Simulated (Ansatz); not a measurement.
# Pb chain started as a dimerised line: period, moment and channels by functional, part 3 of 3

Aim: how far do the period, the moment and the conductance of the Pb chain started as a dimerised line depend on the functional, the datasets and spin-orbit coupling, and at what cost?

Ansatz 0.2.0; DFT PBE, plane waves, PAW; relaxation of a chain's period (the session's first sound run).

So far, conductance of the lead as this run defines it (G₀): 3.00 in steps 3, 5 and 7.

## Step 8: Relaxing the period

This step: DFT RPBE, plane waves, PAW; relaxation of a chain's period (Ansatz 0.2.0).

The relaxation is repeated under another functional. RPBE strengthens the exchange enhancement and tends to longer, weaker bonds than PBE.

input.yaml reads:

```yaml
crystal:
  lattice:
    - [7.5, 0.0, 0.0]
    - [0.0, 7.5, 0.0]
    - [0.0, 0.0, 5.548]
  atoms:
    - { symbol: Pb, position: [0.5, 0.5, 0.0], spin: 0.5 }
    - { symbol: Pb, position: [0.5, 0.5, 0.45], spin: 0.5 }
magnetization:
  spin_polarized: true
kpoints:
  mp_grid: { grid: [1, 1, 15] }
scf:
  occupations: { method: fermi_dirac, width: 0.05 }
hamiltonian:
  xc: rpbe
relax:
  cell: { fix: [a, b, alpha, beta, gamma] }
  max_steps: 60
```

Launch:

```
> ansatz run input.yaml --threads 4 --pin off --max-ram 8192MiB --backend cpu --events-out ev --progress --plain --runs-dir out
```

Numbers of over 12 decimals in the logs are rounded to 6 here.

Output:

```text
[...]
Crystal: 2 atoms, lattice volume = 312.075 Å³
Basis set: ecut = 420 eV, 6139 PW (Γ), exchange–correlation on 108×108×80 points (8 copies of the dense FFT grid, shifted against one another)
Bands: 19, of which v1, the nominal top of the filled ones, is band 14 counted from 1 (13 counted from 0)
Symmetry: 16 space group operations
[...]
0.000000       0.286453       0.000000
        0.000000       0.000000       0.033064
  P = ⅓ Tr σ = 0.2020 GPa (2.020 kbar)
--- Relaxed structure (5 steps of the walk, 5 accepted, 1 SCFs on fresh bases) ---
[...]
cell:  # Å, volume = 332.4994 Å³
    - [7.5, 0.0, 0.0]
    - [0.0, 7.5, 0.0]
    - [0.0, 0.0, 5.911100]
  atoms:
    - { symbol: Pb, position: [0.5, 0.5, -0.025003] }
    - { symbol: Pb, position: [0.5, 0.5, 0.475003] }
[key lines of the parts left out:]
SCF converged after 6 iterations
Magnetization: 0.0000 μB (14.0000 up, 14.0000 down)
Free energy (F): -23841.064860 eV
Fermi energy:    -1.183772 eV
```

Elapsed: 12 s, on 4 threads of Arm Neoverse V2, shared host; peak memory 0.6 GiB.

Step by step:

```csv
step,energy less that of the first step (eV),largest force component (eV/Å),pressure (GPa),volume (Å³)
1,0.0000,4.2610,1.83,312.07
2,-0.4939,1.3513,0.91,314.86
3,-0.6591,0.1197,0.35,328.50
4,-0.6657,0.0005,0.14,334.17
5,-0.6664,0.0002,0.20,332.50
6*,-0.6669,0.0002,0.20,332.50
```

Relaxation steps marked * repeat the geometry before them on a plane-wave basis chosen anew for their cell, so energy and pressure can jump there.

The run keeps the 16 symmetry operations that it works with, so distortions that break them were not tested.

```csv
cell as run,before,after,change
c (Å),5.548,5.911,+6.5 %
```

The atoms that moved most (Å, along periodic axes as changes of fractional coordinates times the final cell, across vacuum about the mean position):

```csv
atom,dx,dy,dz,length
Pb1,0.000,0.000,-0.148,0.148
Pb2,0.000,0.000,0.148,0.148
```

The relaxed structure:

```
Pb
1.0
     7.50000    0.00000    0.00000
     0.00000    7.50000    0.00000
     0.00000    0.00000    5.91110
Pb
2
Direct
  0.50000 0.50000 0.97500
  0.50000 0.50000 0.47500
```

The cell's length comes to 5.911 Å, +1.4 % against the first run, with no moment. The two atoms stand evenly on a line, so the true period is half of it.

## Step 9: Bands of the perfect wire, level RPBE, cutoff 420 eV

This step: DFT RPBE, plane waves, PAW; channels and complex bands of a perfect chain (Ansatz 0.2.0).

The channels are counted again under RPBE, at the period that it gave.

input.yaml reads:

```yaml
crystal:
  lattice:
    - [7.5, 0.0, 0.0]
    - [0.0, 7.5, 0.0]
    - [0.0, 0.0, 5.9110999243]
  atoms:
    - { symbol: Pb, position: [0.5, 0.5, 0.974997182] }
    - { symbol: Pb, position: [0.5, 0.5, 0.475002818] }
kpoints:
  mp_grid: { grid: [1, 1, 14] }
  band_path: { path: ["Γ", Z], npoints: 60 }
scf:
  occupations: { method: fermi_dirac, width: 0.05 }
hamiltonian:
  xc: rpbe
output:
  transmission:
    e_range: [-2, 2]
    de: 0.035
    kmesh: [1, 1]
    reduced_basis: true
    leads: [[0, 0]]
  dos: { projected: true, e_range: [-6, 4] }
```

Output:

```text
[...]
Crystal: 2 atoms, lattice volume = 332.499 Å³
Basis set: ecut = 420 eV, 6507 PW (Γ)
Bands: 18, of which v1, the nominal top of the filled ones, is band 14 counted from 1 (13 counted from 0)
Symmetry: 32 space group operations
[...]
k-points: 8 of 14
[...]
k-point 7: bands = [... 10 lower, -9.5212, -9.5212, -0.6094, -0.6094, -0.6094, -0.6094, 1.8158, 1.8158]
--- Transmission ---
  basis      : 497 plane waves across, 8 finite elements along
  points     : 1, standing for a mesh of 1 x 1
[...]
crystal 0  : Pb2, at the sites [0, 0], period 5.9111 Å: whole cells are its period
[...]
filled         : 4.7 meV over the level at which it is neutral
    channels       : 3.000000e0 a spin
[...]
[key lines of the parts left out:]
SCF converged after 6 iterations
Free energy (F): -23841.050235 eV
Fermi energy:    -1.177150 eV
```

The job ended after 12 s (4 threads; peak memory 0.56 GiB; 46 s of CPU time).

Open channels of the lead, one spin against energy, zero at the Fermi level:

energy (eV), open channels of the lead, one spin and a bar from the least value:
```
   -2.000       1.00 
   -1.895       1.00 
   -1.790       1.00 
   -1.685       1.00 
   -1.615       1.00 
   -1.510       1.00 
   -1.405       1.00 
   -1.300       1.00 
   -1.195       1.00 
   -1.090       1.00 
   -0.985       1.00 
   -0.915       1.00 
   -0.810       1.00 
   -0.705       1.00 
   -0.600       3.00 ##############################
   -0.495       3.00 ##############################
   -0.390       3.00 ##############################
   -0.285       3.00 ##############################
   -0.215       3.00 ##############################
   -0.110       3.00 ##############################
   -0.005       3.00 ##############################
    0.100       3.00 ##############################
    0.205       3.00 ##############################
    0.310       3.00 ##############################
    0.415       3.00 ##############################
    0.485       3.00 ##############################
    0.590       3.00 ##############################
    0.695       3.00 ##############################
    0.800       3.00 ##############################
    0.905       3.00 ##############################
    1.010       3.00 ##############################
    1.115       3.00 ##############################
    1.185       3.00 ##############################
    1.290       3.00 ##############################
    1.395       3.00 ##############################
    1.500       3.00 ##############################
    1.605       3.00 ##############################
    1.710       3.00 ##############################
    1.815       3.00 ##############################
    1.885       3.00 ##############################
```

At the computed energy nearest the Fermi level there are 3 channels a spin, and the thermal average gives 3.00 G₀.

## Step 10: Comparing the runs

Times are for 4 threads of Arm Neoverse V2, shared host. Results by setting:

```csv
no.,level,conductance of the lead as this run defines it (G₀),time,memory (GiB)
1,PBE,3.000,12 s,0.55
2,LDA,3.000,15 s,0.56
3,r2SCAN,3.000,15 s,1.0
4,RPBE,3.000,12 s,0.56
```

## Step 11: Relaxing the period, cutoff 850 eV

This step: DFT PBE, plane waves, norm-conserving; relaxation of a chain's period (Ansatz 0.2.0).

The same functional on other atomic datasets tests how far the result hangs on the treatment of the cores. Against the first PBE run of this kind, the cutoff is 850 eV against 420.

input.yaml reads:

```yaml
crystal:
  lattice:
    - [7.5, 0.0, 0.0]
    - [0.0, 7.5, 0.0]
    - [0.0, 0.0, 5.548]
  atoms:
    - { symbol: Pb, position: [0.5, 0.5, 0.0], spin: 0.5 }
    - { symbol: Pb, position: [0.5, 0.5, 0.45], spin: 0.5 }
magnetization:
  spin_polarized: true
kpoints:
  mp_grid: { grid: [1, 1, 15] }
scf:
  occupations: { method: fermi_dirac, width: 0.05 }
hamiltonian:
  xc: pbe
  pseudopotentials: { kind: nc, accuracy: standard }
relax:
  cell: { fix: [a, b, alpha, beta, gamma] }
  max_steps: 60
```

Output:

```text
[...]
Crystal: 2 atoms, lattice volume = 312.075 Å³
Basis set: ecut = 850 eV, 17503 PW (Γ), exchange–correlation on 144×144×108 points (8 copies of the dense FFT grid, shifted against one another)
Bands: 19, of which v1, the nominal top of the filled ones, is band 14 counted from 1 (13 counted from 0)
Symmetry: 16 space group operations
[...]
0.000000       0.277462       0.000000
        0.000000       0.000000      -0.007492
  P = ⅓ Tr σ = 0.1825 GPa (1.825 kbar)
--- Relaxed structure (5 steps of the walk, 5 accepted, 1 SCFs on fresh bases) ---
[...]
cell:  # Å, volume = 328.1135 Å³
    - [7.5, 0.0, 0.0]
    - [0.0, 7.5, 0.0]
    - [0.0, 0.0, 5.833129]
  atoms:
    - { symbol: Pb, position: [0.5, 0.5, -0.024994] }
    - { symbol: Pb, position: [0.5, 0.5, 0.474994] }
[key lines of the parts left out:]
SCF converged after 5 iterations
Magnetization: -0.0000 μB (14.0000 up, 14.0000 down)
Free energy (F): -3800.677016 eV
Fermi energy:    -1.206429 eV
```

Run time: 26 s. Hardware: 4 threads; peak memory 1 GiB.

The cell's length comes to 5.833 Å, +0.1 % against the first run, with no moment. The two atoms stand evenly on a line, so the true period is half of it.

## Step 12: The relaxed wire

This step: DFT PBE, plane waves, PAW; relaxation of a chain's period (Ansatz 0.2.0).

No moment formed, so a run without spin should agree; this checks it and saves time.

input.yaml, the sections that differ from step 11:

```yaml
crystal:
  lattice:
    - [7.5, 0.0, 0.0]
    - [0.0, 7.5, 0.0]
    - [0.0, 0.0, 5.548]
  atoms:
    - { symbol: Pb, position: [0.5, 0.5, 0.0] }
    - { symbol: Pb, position: [0.5, 0.5, 0.45] }
hamiltonian:
  xc: pbe
# kpoints, scf, relax: as in step 11
# magnetization: removed
```

Output:

```text
[...]
Crystal: 2 atoms, lattice volume = 312.075 Å³
Basis set: ecut = 420 eV, 6139 PW (Γ), exchange–correlation on 108×108×80 points (8 copies of the dense FFT grid, shifted against one another)
Bands: 18, of which v1, the nominal top of the filled ones, is band 14 counted from 1 (13 counted from 0)
Symmetry: 16 space group operations
[...]
k-points: 8 of 15
[...]
0.277753       0.000000       0.000000
        0.000000       0.277753      -0.000000
        0.000000      -0.000000       0.041428
  P = ⅓ Tr σ = 0.1990 GPa (1.990 kbar)
--- Relaxed structure (4 steps of the walk, 4 accepted, 1 SCFs on fresh bases) ---
[...]
cell:  # Å, volume = 327.9460 Å³
    - [7.5, 0.0, 0.0]
    - [0.0, 7.5, 0.0]
    - [0.0, 0.0, 5.830151]
  atoms:
    - { symbol: Pb, position: [0.5, 0.5, -0.025026] }
    - { symbol: Pb, position: [0.5, 0.5, 0.475026] }
[key lines of the parts left out:]
SCF converged after 6 iterations
Free energy (F): -23810.174926 eV
Fermi energy:    -1.291001 eV
```

Wall time 3.6 s (4 threads); peak memory 0.53 GiB; 13 s of CPU time.

The cell's length comes to 5.830 Å, +0.0 % against the first run, with spin left out. The two atoms stand evenly on a line, so the true period is half of it.

## Step 13: The series together

Times are for 4 threads of Arm Neoverse V2, shared host. Results by setting:

```csv
no.,level,cell length along the wire (Å),time,memory (GiB)
1,PBE,5.830,9.9 s,0.59
2,LDA,5.584,7.7 s,0.55
3,r2SCAN,5.674,38 s,1.3
4,RPBE,5.911,12 s,0.6
5,"PBE, NC files",5.833,26 s,1.0
6,"PBE, no spin",5.830,3.6 s,0.53
```

## Step 14: With spin-orbit coupling

This step: DFT PBE, plane waves, fully relativistic PAW; channels of a perfect chain with spin-orbit coupling (Ansatz 0.2.0).

Spin-orbit coupling mixes the spins and splits bands that cross or touch without it, so it can open or close channels. Fully relativistic datasets take the place of the scalar ones. The window is narrow, since spinor matrices are twice as large.

input.yaml reads:

```yaml
crystal:
  lattice:
    - [7.5, 0.0, 0.0]
    - [0.0, 7.5, 0.0]
    - [0.0, 0.0, 5.8301250709]
  atoms:
    - { symbol: Pb, position: [0.5, 0.5, 0.97497376] }
    - { symbol: Pb, position: [0.5, 0.5, 0.47502624] }
kpoints:
  mp_grid: { grid: [1, 1, 14] }
  band_path: { path: ["Γ", Z], npoints: 60 }
scf:
  occupations: { method: fermi_dirac, width: 0.05 }
hamiltonian:
  xc: pbe
  pseudopotentials: { kind: paw_fr }
output:
  transmission:
    e_range: [-0.42, 0.42]
    de: 0.035
    kmesh: [1, 1]
    reduced_basis: false
    leads: [[0, 0]]
magnetization:
  noncollinear: true
  spin_orbit: true
```

Output:

```text
[...]
non-collinear run that drives no moment, with spin-orbit: no starting moment large enough to seed its density (crystal.atoms[].spin), no starting occupations that ask for one, no magnetisation constraint and no magnetic field, so the semilocal B_xc is pinned to zero
Crystal: 2 atoms, lattice volume = 327.945 Å³
Basis set: ecut = 420 eV, 6411 PW (Γ)
Bands: 36, of which v1, the nominal top of the filled ones, is band 28 counted from 1 (27 counted from 0)
Symmetry: 16 space group operations + 16 with time reversal
[...]
k-points: 8 of 14
Projection manifold: j_resolved (fully-relativistic pseudo-atomic orbitals)
[...]
SCF iter   1: F=—  HF=-23887.990843 eV  |F-HF|=—  |Δ(HF+E_count)|=         —  Δρ=6.24e-3  dr2=3.73e-1  dr2_m=0.00e0 (ungated)  ethr=1.33e-3  |M|=0.00e0 ∫|m|=0.00e0 μB  |m|>n=0.0e0 m-floor=0.0e0 τ_xc=0.0e0  β_m=1.00  ⟨swp⟩=1.5  Hψ=1150  notcnv=0
[...]
spin=Noncollinear: LDOS preconditioning applied to the charge; magnetization (m_x, m_y, m_z) channels mix plain (no charge-response kernel on spin).
SCF iter   2: F=—  HF=-23887.829629 eV  |F-HF|=—  |Δ(HF+E_count)|=   1.61e-1  Δρ=2.63e-3  dr2=4.01e-2  dr2_m=0.00e0 (ungated)  ethr=1.33e-3  |M|=0.00e0 ∫|m|=0.00e0 μB  |m|>n=0.0e0 m-floor=0.0e0 τ_xc=0.0e0  β_m=1.00  ⟨swp⟩=3.1  Hψ=231  notcnv=0
[...]
SCF iter   7: F=-23887.839946 eV  HF=-23887.839946 eV  |F-HF|=2.01e-8  |Δ(HF+E_count)|=   6.30e-7  Δρ=3.64e-6  dr2=6.44e-8  dr2_m=0.00e0 (ungated)  ethr=3.57e-10  |M|=0.00e0 ∫|m|=0.00e0 μB  |m|>n=0.0e0 m-floor=0.0e0 τ_xc=0.0e0  ⟨swp⟩=10.0  Hψ=707  notcnv=0
SCF 1 converged in 7 iterations: F = -23887.839946 eV  dr2 = 6.44e-8
[...]
transmission: 8 of 8 steps passed
SCF converged after 7 iterations
Magnetization: |M| = 0.0000 μB,  M = (+0.0000, +0.0000, +0.0000) μB
Absolute magnetization: 0.0000 μB (∫|m|)
  site 0: m = (+0.0000, +0.0000, +0.0000) μB, |m| = 0.0000 μB  (R = 1.20 Å)
  site 1: m = (+0.0000, +0.0000, +0.0000) μB, |m| = 0.0000 μB  (R = 1.20 Å)
Free energy (F): -23887.839946 eV
[...]
Internal energy: -23887.808014 eV  (E = F + TS)
E sigma→0 (E₀):  -23887.823980 eV
Entropy (-TS):   -0.031933 eV (-15.966 meV/atom)
Fermi energy:    -1.235996 eV
[...]
--- Band table (eV; the first three rows and the last of 8) ---
  k-point 0: bands = [... 24 lower, -3.6495, -3.6495, -2.3749, -2.3749, -1.4172, -1.4172, 1.1243, 1.1243, ... 4 higher]
  k-point 1: bands = [... 24 lower, -3.4235, -3.4235, -2.3489, -2.3489, -1.3895, -1.3895, 1.0496, 1.0496, ... 4 higher]
  k-point 2: bands = [... 24 lower, -2.8617, -2.8617, -2.2713, -2.2713, -1.3068, -1.3068, 0.8532, 0.8532, ... 4 higher]
  k-point 7: bands = [... 24 lower, -1.2468, -1.2468, -1.2460, -1.2460, -0.1351, -0.1351, -0.1342, -0.1342, ... 4 higher]
--- Transmission ---
  basis      : 497 plane waves across, 8 finite elements along
  points     : 1, standing for a mesh of 1 x 1
[...]
crystal 0  : Pb2, at the sites [0, 0], period 5.8301 Å: whole cells are its period
[...]
filled         : 9.1 meV under the level at which it is neutral
    channels       : 6.000000e0 of both spins
[...]
```

Elapsed: 8 min, on 4 threads; peak memory 4.7 GiB; 27 min of CPU time.

This step gave:

| Item | Value |
| --- | --- |
| energy at zero smearing | -23887.8240 eV |
| conductance of the lead as this run defines it | 2.994 G₀ |
| channels at the energy nearest the Fermi level, both spins | 6 |

The open channels of the lead, both spins by energy, zero at the Fermi level:

```csv
energy (eV),"open channels of the lead, both spins"
-0.420,4
-0.385,4
-0.350,4
-0.315,4
-0.280,4
-0.245,4
-0.210,4
-0.175,6
-0.140,6
-0.105,6
-0.070,6
-0.035,6
0.000,6
0.035,6
0.070,6
0.105,6
0.140,6
0.175,6
0.210,6
0.245,6
0.280,6
0.315,2
0.350,2
0.385,2
0.420,2
```

The slowest values at each energy, most degenerate partners merged, listed up to 1.5 1/Å. The Im kz of the slowest decaying states by energy, zero at the Fermi level:

```csv
energy (eV),decay 1 (Å⁻¹),decay 2 (Å⁻¹),decay 3 (Å⁻¹),decay 4 (Å⁻¹)
-0.420,0.225,0.914,1.11,1.23
-0.385,0.208,0.908,1.11,1.23
-0.350,0.189,0.903,1.11,1.23
-0.280,0.145,0.893,1.10,1.22
-0.245,0.117,0.887,1.09,1.22
-0.210,0.0785,0.882,1.09,1.21
-0.175,0.876,1.08,1.21,1.21
-0.140,0.871,1.08,1.21,1.21
-0.070,0.860,1.07,1.20,1.20
-0.035,0.854,1.07,1.20,1.20
0.000,0.849,1.06,1.19,1.20
0.035,0.843,1.06,1.19,1.19
0.070,0.837,1.05,1.19,1.19
0.140,0.826,1.04,1.18,1.18
0.175,0.820,1.04,1.18,1.18
0.210,0.814,1.03,1.17,1.18
0.245,0.808,1.03,1.17,1.17
0.280,0.802,1.02,1.17,1.17
0.350,0.0400,0.791,1.02,1.16
0.385,0.0496,0.784,1.01,1.16
0.420,0.0572,0.778,1.01,1.15
```

Electronic bands along the path, in eV, zero at the Fermi level:

```csv
point,band 25,band 26,band 27,band 28,band 29,band 30,band 31,band 32
Γ,-2.41,-2.41,-1.14,-1.14,-0.18,-0.18,2.36,2.36
halfway,-0.83,-0.83,-0.53,-0.53,0.15,0.15,1.73,1.73
Z,-0.01,-0.01,-0.01,-0.01,1.10,1.10,1.10,1.10
```

At the computed energy nearest the Fermi level there are 6 spinor channels, and the thermal average gives 2.99 G₀.

## Step 15: The same system on other settings

This step: DFT PBE, plane waves, PAW; channels and complex bands of a perfect chain; changed: accuracy = "low", hamiltonian.pseudopotentials = {"kind": "paw_fr"}, magnetization = {"noncollinear": true, "spin_orbit": true}, basis.ecutrho_ratio = 9 (Ansatz 0.2.0).

The atoms of the run on the perfect lead (PBE) are kept and the input is varied, to see whether the result depends on it. The ELF is not written this time.

input.yaml, the sections that differ from step 14:

```yaml
output:
  transmission:
    e_range: [-2, 2]
    de: 0.035
    kmesh: [1, 1]
    reduced_basis: true
    leads: [[0, 0]]
  dos: { projected: true, e_range: [-6, 4] }
  write_potential: true
  write_density: true
  volumetric_format: npy
accuracy: low
basis:
  ecutrho_ratio: 9
# crystal, kpoints, scf, hamiltonian, magnetization: as in step 14
```

Output:

```text
Error: inconsistent input (output.transmission.reduced_basis, magnetization.noncollinear): a run with two-component spinors is solved on all plane waves alone: leave reduced_basis out
```

Wall time 0.07 s (4 threads); peak memory 0.09 GiB.

The input was rejected at the start.

The program's message: “Error: inconsistent input (output.transmission.reduced_basis, magnetization.noncollinear): a run with two-component spinors is solved on all plane waves alone: leave reduced_basis out”

## Step 16: A varied input

This step: DFT PBE, plane waves, PAW; channels and complex bands of a perfect chain; changed: output.transmission.kpoints = [[0, 0]], output.transmission.kmesh = [4, 4], scf.max_iter = 60 (Ansatz 0.2.0).

The input of the run on the perfect lead (PBE) is made doubtful on purpose. The ELF is not written this time.

input.yaml, the sections that differ from step 15:

```yaml
scf:
  occupations: { method: fermi_dirac, width: 0.05 }
  max_iter: 60
hamiltonian:
  xc: pbe
output:
  transmission:
    e_range: [-2, 2]
    de: 0.035
    kmesh: [4, 4]
    reduced_basis: true
    leads: [[0, 0]]
    kpoints: [[0, 0]]
  dos: { projected: true, e_range: [-6, 4] }
  write_potential: true
  write_density: true
  volumetric_format: npy
# crystal, kpoints: as in step 15
# accuracy: removed
# magnetization: removed
# basis: removed
```

Output:

```text
Error: inconsistent input (output.transmission.kmesh, output.transmission.kpoints): both name the wavevectors across the current: give one
```

The job ended after 0.04 s (4 threads; peak memory 0.07 GiB).

The program refused the input before any cycle.

The program's message: “Error: inconsistent input (output.transmission.kmesh, output.transmission.kpoints): both name the wavevectors across the current: give one”

The change that led to it: output.transmission.kpoints = [[0, 0]] and output.transmission.kmesh = [4, 4].

## Step 17: Summary of results

- cell length, PBE: 5.830 Å
- cell length, LDA: 5.584 Å
- cell length, r2SCAN: 5.674 Å
- cell length, RPBE: 5.911 Å
- cell length, PBE, NC files: 5.833 Å
- cell length, PBE, no spin: 5.830 Å
- conductance, PBE: 3.00 G₀
- conductance, LDA: 3.00 G₀
- conductance, r2SCAN: 3.00 G₀
- conductance, RPBE: 3.00 G₀
- conductance, with spin-orbit coupling: 2.99 G₀

In words: Under PBE the cell's length is 5.83 Å, no moment survives, and it is a metal with 3 channels a spin next to the Fermi level, 3.00 G₀ at 300 K. The cell's length spans 5.9 % over the functionals, shortest under LDA and longest under RPBE. A perfect wire passes every open channel, so the conductance counts half a G₀ for each forward-moving state at the Fermi level, spin by spin. At the relaxed period it is a straight line with bonds of 2.91 Å, as the straight start enforces by symmetry. Transport is coherent and elastic here: the atoms are frozen, so scattering by vibrations plays no part.

[Logs are printed without paths, hosts, clocks, repeated set-up lines and the standing remarks that a program may print on its own settings, such as how far it seeks lower states.]

[Hosts, paths, dates, database ids (printed as entryN), source tags and the programs' standing remarks are cut or masked in the printed files.]
